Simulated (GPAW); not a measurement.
# A Pb chain with an H atom on top of one atom: converging a transmission, part 2 of 4

Aim: the cheapest settings that leave the conductance of a Pb chain with an H atom on top of one atom unchanged.

GPAW 26.7.0; GPAW LCAO, PAW setups; Landauer transmission from Green's functions with principal layers (ASE), zero bias.

So far, transmission at the Fermi level (one spin): step 2 (the reference run) 2.22; step 3 (density threshold: conv = 0.1) 2.21; step 4 (density threshold: conv = 0.01) 2.21; step 5 (varying the density threshold: conv = 0.001) 2.23. Also open channels of the lead at the Fermi level (one spin): 3 in steps 3, 4 and 5.

### Step 8. Varying the lead periods between scatterer and principal layer, 8 atoms: buffer = 0

Lead periods next to the scatterer let its potential die away before the semi-infinite lead is joined.

This step: GPAW LCAO, PAW setups; Landauer transmission from Green's functions with principal layers (ASE), zero bias (GPAW 26.7.0).

System of this step: Pb chain with an H atom on top of one atom. The cell holds 8 atoms: 7 Pb and 1 H. Its edges and angles: a = 9.000 Å, b = 9.000 Å, c = 20.300 Å, α = 90.0°, β = 90.0°, γ = 90.0°. Regions: left lead, 3 atoms (3 Pb); channel, 2 atoms (1 Pb and 1 H); right lead, 3 atoms (3 Pb). Vacuum lies along a and b. The structure is stacked along c, and the current runs across the ab planes.

run.py

```python
import json
import numpy as np
from ase import Atoms
from ase.transport.calculators import TransportCalculator
from gpaw import GPAW, FermiDirac
from gpaw.lcao.tools import get_lcao_hamiltonian
from scipy.linalg import eigh

# The junction with lead layers at both ends, along the third cell vector
device = Atoms(
    ['Pb', 'Pb', 'Pb', 'Pb', 'H', 'Pb', 'Pb', 'Pb'],
    positions=[
        [4.50000, 4.50000, 1.45000],
        [4.50000, 4.50000, 4.35000],
        [4.50000, 4.50000, 7.25000],
        [4.50000, 4.50000, 10.15000],
        [6.09830, 4.50000, 10.15000],
        [4.50000, 4.50000, 13.05000],
        [4.50000, 4.50000, 15.95000],
        [4.50000, 4.50000, 18.85000]],
    cell=[[9.0, 0.0, 0.0], [0.0, 9.0, 0.0], [0.0, 0.0, 20.3]],
    pbc=True)

# One principal layer of the lead: the first 3 atoms of the device
lead = Atoms(
    ['Pb', 'Pb', 'Pb'],
    positions=[
        [4.50000, 4.50000, 1.45000],
        [4.50000, 4.50000, 4.35000],
        [4.50000, 4.50000, 7.25000]],
    cell=[[9.0, 0.0, 0.0], [0.0, 9.0, 0.0], [0.0, 0.0, 8.7]],
    pbc=True)

settings = dict(mode='lcao', basis='szp(dzp)', xc='LDA', h=0.2,
                occupations=FermiDirac(0.1), maxiter=250,
                mixer=dict(beta=0.1, nmaxold=8, weight=100.0),
                convergence=dict(density=0.0001))
energies = np.arange(-3, 3 + 1e-9, 0.075)
eta = 0.0001
n1, n2 = 1, 1
# k and -k transmit alike, so half of the mesh across the current serves
mesh = [(i, j) for i in range(n1) for j in range(n2) if (i, j) <= (-i % n1, -j % n2)]
weights = np.array([1 if (i, j) == (-i % n1, -j % n2) else 2 for i, j in mesh]) / (n1 * n2)

# [... helper functions left out ...]
fermi_lead = ground_state(lead, (1, 1, 13), 'lead.txt')
fermi_device = ground_state(device, (1, 1, 4), 'device.txt')
# [... loop over the mesh left out, but for ...]
        # Shift the lead onto the potential of the device's first layer
        shift = ((H[:, 0, 0] - H0[:, 0, 0]) / S0[0, 0]).real.mean()
# [...]
kT = 8.617333e-5 * 300
bias = [0.1, 0.2, 0.5, 1.0, 1.5, 2.0]
# [... integrals and printing left out ...]
```

Run with:

```
$ OMP_NUM_THREADS=1 OPENBLAS_NUM_THREADS=2 python run.py
```

What it wrote:

```text
basis functions: device 102, principal layer 42
Fermi level: lead -3.0332 eV, device -3.0438 eV; lead shifted by -0.0277 eV
largest coupling past the next layer 2.82e-08 eV, largest misfit of the first layer 0.205 eV
  E-E_F (eV)   T (one spin)  channels
    -3.000    6.8416e-11    0.0000
    -2.925    1.0986e-10    0.0000
    -2.850    1.8696e-10    0.0000
    -2.775    3.3921e-10    0.0000
    -2.700    6.4671e-10    0.0000
    -2.625    1.0563e-09    0.0000
    -2.550    5.8282e-09    0.0000
    -2.475    1.1523e-06    0.0000
    -2.400    9.4035e-01    1.0000
    -2.325    9.3606e-01    1.0000
    -2.250    9.4204e-01    1.0000
    -2.175    9.4898e-01    1.0000
    -2.100    9.5527e-01    1.0000
    -2.025    9.6070e-01    1.0000
    -1.950    9.6536e-01    1.0000
    -1.875    9.6938e-01    1.0000
[...]
2.475    2.0285e+00    3.0000
     2.550    2.0218e+00    3.0000
     2.625    2.0152e+00    3.0000
     2.700    2.0089e+00    3.0000
     2.775    2.0021e+00    3.0000
     2.850    9.9966e-01    1.0000
     2.925    9.9965e-01    1.0000
     3.000    9.9961e-01    1.0000
conductance at 300 K: 2.2214 G0 a cell; thermopower 0.08715 uV/K
current from the zero-bias T(E) at 0.1 V: 17.208 uA
current from the zero-bias T(E) at 0.2 V: 34.396 uA
current from the zero-bias T(E) at 0.5 V: 85.635 uA
current from the zero-bias T(E) at 1.0 V: 168.76 uA
current from the zero-bias T(E) at 1.5 V: 245.49 uA
current from the zero-bias T(E) at 2.0 V: 306.58 uA
```

Wall time 19 s (2 threads of Intel Xeon 6975P-C (Granite Rapids), shared host); peak memory 0.75 GiB.

Numbers from this step:

```
conductance                                 : 2.221 G₀
largest misfit of the first principal layer : 0.2046 eV
shift that aligns the lead                  : -0.02773 eV
basis functions of the junction             : 102
transmission at the Fermi level (one spin)  : 2.223
```

One spin. Table of transmission, zone mean by energy, zero at the Fermi level:

| energy (eV) | transmission, zone mean |
| --- | --- |
| -3.0000 | 6.8e-11 |
| -2.7750 | 3.4e-10 |
| -2.4750 | 1.2e-6 |
| -2.2500 | 0.942 |
| -2.0250 | 0.961 |
| -1.7250 | 0.976 |
| -1.5000 | 0.983 |
| -1.2750 | 0.989 |
| -0.9750 | 0.994 |
| -0.7500 | 0.997 |
| -0.5250 | 2.02 |
| -0.2250 | 2.19 |
| 0.0000 | 2.22 |
| 0.2250 | 2.20 |
| 0.5250 | 2.16 |
| 0.7500 | 2.14 |
| 0.9750 | 2.13 |
| 1.2750 | 2.12 |
| 1.5000 | 2.10 |
| 1.7250 | 2.09 |
| 2.0250 | 2.07 |
| 2.2500 | 2.05 |
| 2.4750 | 2.03 |
| 2.7750 | 2.00 |
| 3.0000 | 1.000 |

Crossings of the lead's bands, unfolded to its shortest repeat. The open channels, zone mean by energy, zero at the Fermi level:

| energy (eV) | open channels, zone mean |
| --- | --- |
| -3.00 | 0 |
| -2.77 | 0 |
| -2.55 | 0 |
| -2.40 | 1 |
| -2.17 | 1 |
| -1.95 | 1 |
| -1.73 | 1 |
| -1.57 | 1 |
| -1.35 | 1 |
| -1.12 | 1 |
| -0.90 | 1 |
| -0.75 | 1 |
| -0.53 | 3 |
| -0.30 | 3 |
| -0.07 | 3 |
| 0.00 | 3 |
| 0.07 | 3 |
| 0.30 | 3 |
| 0.53 | 3 |
| 0.75 | 3 |
| 0.90 | 3 |
| 1.12 | 3 |
| 1.35 | 3 |
| 1.57 | 3 |
| 1.73 | 3 |
| 1.95 | 3 |
| 2.17 | 3 |
| 2.40 | 3 |
| 2.55 | 3 |
| 2.77 | 3 |
| 3.00 | 1 |

Not self-consistent under bias; the bias window is split evenly. Table of current through one cell, from the zero-bias transmission by bias:

| bias (V) | current through one cell, from the zero-bias transmission (μA) |
| --- | --- |
| 0.100 | 17.2 |
| 0.200 | 34.4 |
| 0.500 | 85.6 |
| 1.000 | 169 |
| 1.500 | 245 |
| 2.000 | 307 |

The conductance, 2.22 G₀, lies 0.2 % above that of the base run. Couplings past the next layer reach 2.8e-8 eV, small enough to drop; the matrix elements of the cell's first layer differ from the bulk lead's by up to 0.20 eV. That layer keeps its own values in the calculation, and only beyond it is the lead taken as perfect.

### Step 9. Varying the lead periods between scatterer and principal layer, 10 atoms: buffer = 1

System of this step: Pb chain with an H atom on top of one atom. The cell holds 10 atoms: 9 Pb and 1 H. Its edges and angles: a = 9.000 Å, b = 9.000 Å, c = 26.100 Å, α = 90.0°, β = 90.0°, γ = 90.0°. Regions: left lead, 4 atoms (4 Pb); channel, 2 atoms (1 Pb and 1 H); right lead, 4 atoms (4 Pb). Vacuum lies along a and b. The structure is stacked along c, and the current runs across the ab planes.

run.py: that of step 8 with these lines changed.

```diff
@@ -10,3 +10,3 @@
 device = Atoms(
-    ['Pb', 'Pb', 'Pb', 'Pb', 'H', 'Pb', 'Pb', 'Pb'],
+    ['Pb', 'Pb', 'Pb', 'Pb', 'Pb', 'H', 'Pb', 'Pb', 'Pb', 'Pb'],
     positions=[
@@ -16,7 +16,9 @@
         [4.50000, 4.50000, 10.15000],
-        [6.09830, 4.50000, 10.15000],
         [4.50000, 4.50000, 13.05000],
+        [6.09830, 4.50000, 13.05000],
         [4.50000, 4.50000, 15.95000],
-        [4.50000, 4.50000, 18.85000]],
-    cell=[[9.0, 0.0, 0.0], [0.0, 9.0, 0.0], [0.0, 0.0, 20.3]],
+        [4.50000, 4.50000, 18.85000],
+        [4.50000, 4.50000, 21.75000],
+        [4.50000, 4.50000, 24.65000]],
+    cell=[[9.0, 0.0, 0.0], [0.0, 9.0, 0.0], [0.0, 0.0, 26.1]],
     pbc=True)
@@ -46,3 +48,3 @@
 fermi_lead = ground_state(lead, (1, 1, 13), 'lead.txt')
-fermi_device = ground_state(device, (1, 1, 4), 'device.txt')
+fermi_device = ground_state(device, (1, 1, 3), 'device.txt')
 # [... loop over the mesh left out, but for ...]
```

What it wrote:

```text
basis functions: device 130, principal layer 42
Fermi level: lead -3.0332 eV, device -3.0444 eV; lead shifted by 0.0376 eV
largest coupling past the next layer 2.82e-08 eV, largest misfit of the first layer 0.092 eV
  E-E_F (eV)   T (one spin)  channels
    -3.000    1.2505e-11    0.0000
    -2.925    2.0602e-11    0.0000
    -2.850    3.5934e-11    0.0000
    -2.775    6.6786e-11    0.0000
    -2.700    1.3199e-10    0.0000
    -2.625    2.6065e-10    0.0000
    -2.550    2.1385e-10    0.0000
    -2.475    2.0311e-05    0.0000
    -2.400    1.6178e-06    0.0000
    -2.325    8.9031e-01    1.0000
    -2.250    9.1663e-01    1.0000
    -2.175    9.3234e-01    1.0000
    -2.100    9.4422e-01    1.0000
    -2.025    9.5340e-01    1.0000
    -1.950    9.6063e-01    1.0000
    -1.875    9.6641e-01    1.0000
[...]
2.475    2.0339e+00    3.0000
     2.550    2.0238e+00    3.0000
     2.625    2.0107e+00    3.0000
     2.700    1.9888e+00    3.0000
     2.775    1.9348e+00    3.0000
     2.850    1.6902e+00    3.0000
     2.925    9.9957e-01    1.0000
     3.000    9.9952e-01    1.0000
conductance at 300 K: 2.2234 G0 a cell; thermopower -0.05106 uV/K
current from the zero-bias T(E) at 0.1 V: 17.221 uA
current from the zero-bias T(E) at 0.2 V: 34.408 uA
current from the zero-bias T(E) at 0.5 V: 85.471 uA
current from the zero-bias T(E) at 1.0 V: 168.34 uA
current from the zero-bias T(E) at 1.5 V: 239.76 uA
current from the zero-bias T(E) at 2.0 V: 300.46 uA
```

Wall time 25 s (2 threads); peak memory 0.91 GiB.

This step gave:

* conductance: 2.223 G₀
* largest misfit of the first principal layer: 0.09157 eV
* shift that aligns the lead: 0.03763 eV
* basis functions of the junction: 130
* transmission at the Fermi level (one spin): 2.226

One spin. Transmission, zone mean against energy, zero at the Fermi level:

energy (eV), transmission, zone mean and a bar:
```
    -3.00       0.00 
    -2.77       0.00 
    -2.55       0.00 
    -2.40       0.00 
    -2.17       0.93 #############
    -1.95       0.96 #############
    -1.73       0.97 #############
    -1.57       0.98 #############
    -1.35       0.99 #############
    -1.12       0.99 #############
    -0.90       0.99 #############
    -0.75       1.00 #############
    -0.53       2.05 ############################
    -0.30       2.13 #############################
    -0.07       2.22 ##############################
     0.00       2.23 ##############################
     0.07       2.22 ##############################
     0.30       2.19 #############################
     0.53       2.16 #############################
     0.75       2.14 #############################
     0.90       2.14 #############################
     1.12       2.13 #############################
     1.35       2.11 ############################
     1.57       2.10 ############################
     1.73       2.09 ############################
     1.95       2.08 ############################
     2.17       2.06 ############################
     2.40       2.04 ############################
     2.55       2.02 ###########################
     2.77       1.93 ##########################
     3.00       1.00 #############
```

Crossings of the lead's bands, unfolded to its shortest repeat. Table of open channels, zone mean by energy, zero at the Fermi level:

| energy (eV) | open channels, zone mean |
| --- | --- |
| -2.4750 | 0 |
| -2.2500 | 1 |
| -2.0250 | 1 |
| -1.7250 | 1 |
| -1.5000 | 1 |
| -1.2750 | 1 |
| -0.9750 | 1 |
| -0.7500 | 1 |
| -0.5250 | 3 |
| -0.2250 | 3 |
| 0.0000 | 3 |
| 0.2250 | 3 |
| 0.5250 | 3 |
| 0.7500 | 3 |
| 0.9750 | 3 |
| 1.2750 | 3 |
| 1.5000 | 3 |
| 1.7250 | 3 |
| 2.0250 | 3 |
| 2.2500 | 3 |
| 2.4750 | 3 |
| 2.7750 | 3 |
| 3.0000 | 1 |

Not self-consistent under bias; the bias window is split evenly. Table of current through one cell, from the zero-bias transmission by bias:

| bias (V) | current through one cell, from the zero-bias transmission (μA) |
| --- | --- |
| 0.100 | 17.2 |
| 0.200 | 34.4 |
| 0.500 | 85.5 |
| 1.000 | 168 |
| 1.500 | 240 |
| 2.000 | 300 |

The conductance, 2.22 G₀, lies 0.3 % above that of the base run. Couplings past the next layer reach 2.8e-8 eV, small enough to drop; the matrix elements of the cell's first layer differ from the bulk lead's by up to 0.092 eV. That layer keeps its own values in the calculation, and only beyond it is the lead taken as perfect.

### Step 10. Lead periods between scatterer and principal layer, 16 atoms: buffer = 4

System of this step: Pb chain with an H atom on top of one atom. The cell holds 16 atoms: 15 Pb and 1 H. Cell: a = 9.000 Å, b = 9.000 Å, c = 43.500 Å, α = 90.0°, β = 90.0°, γ = 90.0°. Regions: left lead, 7 atoms (7 Pb); channel, 2 atoms (1 Pb and 1 H); right lead, 7 atoms (7 Pb). Vacuum lies along a and b. The structure is stacked along c, and the current runs across the ab planes.

run.py: that of step 9 with these lines changed.

```diff
@@ -10,3 +10,3 @@
 device = Atoms(
-    ['Pb', 'Pb', 'Pb', 'Pb', 'Pb', 'H', 'Pb', 'Pb', 'Pb', 'Pb'],
+    ['Pb', 'Pb', 'Pb', 'Pb', 'Pb', 'Pb', 'Pb', 'Pb', 'H', 'Pb', 'Pb', 'Pb', 'Pb', 'Pb', 'Pb', 'Pb'],
     positions=[
@@ -17,3 +17,2 @@
         [4.50000, 4.50000, 13.05000],
-        [6.09830, 4.50000, 13.05000],
         [4.50000, 4.50000, 15.95000],
@@ -21,4 +20,11 @@
         [4.50000, 4.50000, 21.75000],
-        [4.50000, 4.50000, 24.65000]],
-    cell=[[9.0, 0.0, 0.0], [0.0, 9.0, 0.0], [0.0, 0.0, 26.1]],
+        [6.09830, 4.50000, 21.75000],
+        [4.50000, 4.50000, 24.65000],
+        [4.50000, 4.50000, 27.55000],
+        [4.50000, 4.50000, 30.45000],
+        [4.50000, 4.50000, 33.35000],
+        [4.50000, 4.50000, 36.25000],
+        [4.50000, 4.50000, 39.15000],
+        [4.50000, 4.50000, 42.05000]],
+    cell=[[9.0, 0.0, 0.0], [0.0, 9.0, 0.0], [0.0, 0.0, 43.5]],
     pbc=True)
@@ -48,3 +54,3 @@
 fermi_lead = ground_state(lead, (1, 1, 13), 'lead.txt')
-fermi_device = ground_state(device, (1, 1, 3), 'device.txt')
+fermi_device = ground_state(device, (1, 1, 2), 'device.txt')
 # [... loop over the mesh left out, but for ...]
```

What it wrote:

```text
basis functions: device 214, principal layer 42
Fermi level: lead -3.0332 eV, device -3.0374 eV; lead shifted by 0.0327 eV
largest coupling past the next layer 2.82e-08 eV, largest misfit of the first layer 0.022 eV
  E-E_F (eV)   T (one spin)  channels
    -3.000    2.2395e-13    0.0000
    -2.925    4.5697e-13    0.0000
    -2.850    1.0121e-12    0.0000
[...]
2.925    9.9933e-01    1.0000
     3.000    9.9931e-01    1.0000
conductance at 300 K: 2.2267 G0 a cell; thermopower 0.1035 uV/K
current from the zero-bias T(E) at 0.1 V: 17.244 uA
current from the zero-bias T(E) at 0.2 V: 34.441 uA
current from the zero-bias T(E) at 0.5 V: 85.431 uA
current from the zero-bias T(E) at 1.0 V: 168.26 uA
current from the zero-bias T(E) at 1.5 V: 239.75 uA
current from the zero-bias T(E) at 2.0 V: 300.48 uA
```

The job ended after 48 s (2 threads; peak memory 1.3 GiB).

The conductance, 2.23 G₀, lies 0.4 % above that of the base run. Couplings past the next layer reach 2.8e-8 eV, small enough to drop; the matrix elements of the cell's first layer differ from the bulk lead's by up to 0.022 eV. That layer keeps its own values in the calculation, and only beyond it is the lead taken as perfect.

### Step 11. Lead periods between scatterer and principal layer, 20 atoms: buffer = 6

System of this step: Pb chain with an H atom on top of one atom. The cell holds 20 atoms: 19 Pb and 1 H. Cell: a = 9.000 Å, b = 9.000 Å, c = 55.100 Å, α = 90.0°, β = 90.0°, γ = 90.0°. Regions: left lead, 9 atoms (9 Pb); channel, 2 atoms (1 Pb and 1 H); right lead, 9 atoms (9 Pb). Vacuum lies along a and b. The structure is stacked along c, and the current runs across the ab planes.

run.py: that of step 10 with these lines changed.

```diff
@@ -10,3 +10,3 @@
 device = Atoms(
-    ['Pb', 'Pb', 'Pb', 'Pb', 'Pb', 'Pb', 'Pb', 'Pb', 'H', 'Pb', 'Pb', 'Pb', 'Pb', 'Pb', 'Pb', 'Pb'],
+    ['Pb', 'Pb', 'Pb', 'Pb', 'Pb', 'Pb', 'Pb', 'Pb', 'Pb', 'Pb', 'H', 'Pb', 'Pb', 'Pb', 'Pb', 'Pb', 'Pb', 'Pb', 'Pb', 'Pb'],
     positions=[
@@ -20,5 +20,5 @@
         [4.50000, 4.50000, 21.75000],
-        [6.09830, 4.50000, 21.75000],
         [4.50000, 4.50000, 24.65000],
         [4.50000, 4.50000, 27.55000],
+        [6.09830, 4.50000, 27.55000],
         [4.50000, 4.50000, 30.45000],
@@ -27,4 +27,8 @@
         [4.50000, 4.50000, 39.15000],
-        [4.50000, 4.50000, 42.05000]],
-    cell=[[9.0, 0.0, 0.0], [0.0, 9.0, 0.0], [0.0, 0.0, 43.5]],
+        [4.50000, 4.50000, 42.05000],
+        [4.50000, 4.50000, 44.95000],
+        [4.50000, 4.50000, 47.85000],
+        [4.50000, 4.50000, 50.75000],
+        [4.50000, 4.50000, 53.65000]],
+    cell=[[9.0, 0.0, 0.0], [0.0, 9.0, 0.0], [0.0, 0.0, 55.1]],
     pbc=True)
```

What it wrote:

```text
basis functions: device 270, principal layer 42
Fermi level: lead -3.0332 eV, device -3.0372 eV; lead shifted by 0.0147 eV
largest coupling past the next layer 2.82e-08 eV, largest misfit of the first layer 0.010 eV
  E-E_F (eV)   T (one spin)  channels
    -3.000    1.7866e-14    0.0000
    -2.925    4.2812e-14    0.0000
    -2.850    1.1364e-13    0.0000
[...]
2.925    9.9917e-01    1.0000
     3.000    9.9915e-01    1.0000
conductance at 300 K: 2.2268 G0 a cell; thermopower -0.09402 uV/K
current from the zero-bias T(E) at 0.1 V: 17.244 uA
current from the zero-bias T(E) at 0.2 V: 34.438 uA
current from the zero-bias T(E) at 0.5 V: 85.449 uA
current from the zero-bias T(E) at 1.0 V: 168.27 uA
current from the zero-bias T(E) at 1.5 V: 239.57 uA
current from the zero-bias T(E) at 2.0 V: 300.28 uA
```

Wall time 69 s (2 threads); peak memory 1.6 GiB.

One spin. Transmission, zone mean against energy, zero at the Fermi level:

energy (eV), transmission, zone mean and a bar:
```
    -3.00       0.00 
    -2.77       0.00 
    -2.55       0.00 
    -2.40       0.00 
    -2.17       0.93 ############
    -1.95       0.96 #############
    -1.73       0.98 #############
    -1.57       0.98 #############
    -1.35       0.99 #############
    -1.12       0.99 #############
    -0.90       0.99 #############
    -0.75       1.00 #############
    -0.53       2.04 ###########################
    -0.30       2.14 #############################
    -0.07       2.22 ##############################
     0.00       2.23 ##############################
     0.07       2.22 ##############################
     0.30       2.18 #############################
     0.53       2.16 #############################
     0.75       2.14 #############################
     0.90       2.14 #############################
     1.12       2.12 #############################
     1.35       2.11 ############################
     1.57       2.10 ############################
     1.73       2.09 ############################
     1.95       2.08 ############################
     2.17       2.06 ############################
     2.40       2.04 ###########################
     2.55       2.01 ###########################
     2.77       1.97 ###########################
     3.00       1.00 #############
```

The conductance, 2.23 G₀, lies 0.5 % above that of the base run. Couplings past the next layer reach 2.8e-8 eV, small enough to drop; the matrix elements of the cell's first layer differ from the bulk lead's by up to 0.010 eV. That layer keeps its own values in the calculation, and only beyond it is the lead taken as perfect.

### Step 12. Convergence in the lead periods between scatterer and principal layer

The runs and the base run on one axis.

This step: convergence of the conductance (GPAW 26.7.0).

The conductance by lead periods between scatterer and principal layer:

| lead periods between scatterer and principal layer | conductance (G₀) |
| --- | --- |
| 0.00 | 2.22 |
| 1.00 | 2.22 |
| 2.00 | 2.22 |
| 4.00 | 2.23 |
| 6.00 | 2.23 |

[end of part 2 of 4]

[Logs are printed without paths, hosts, clocks, repeated set-up lines and the standing remarks that a program may print on its own settings, such as how far it seeks lower states.]

[Hosts, paths, dates, database ids (printed as entryN), source tags and the programs' standing remarks are cut or masked in the printed files.]
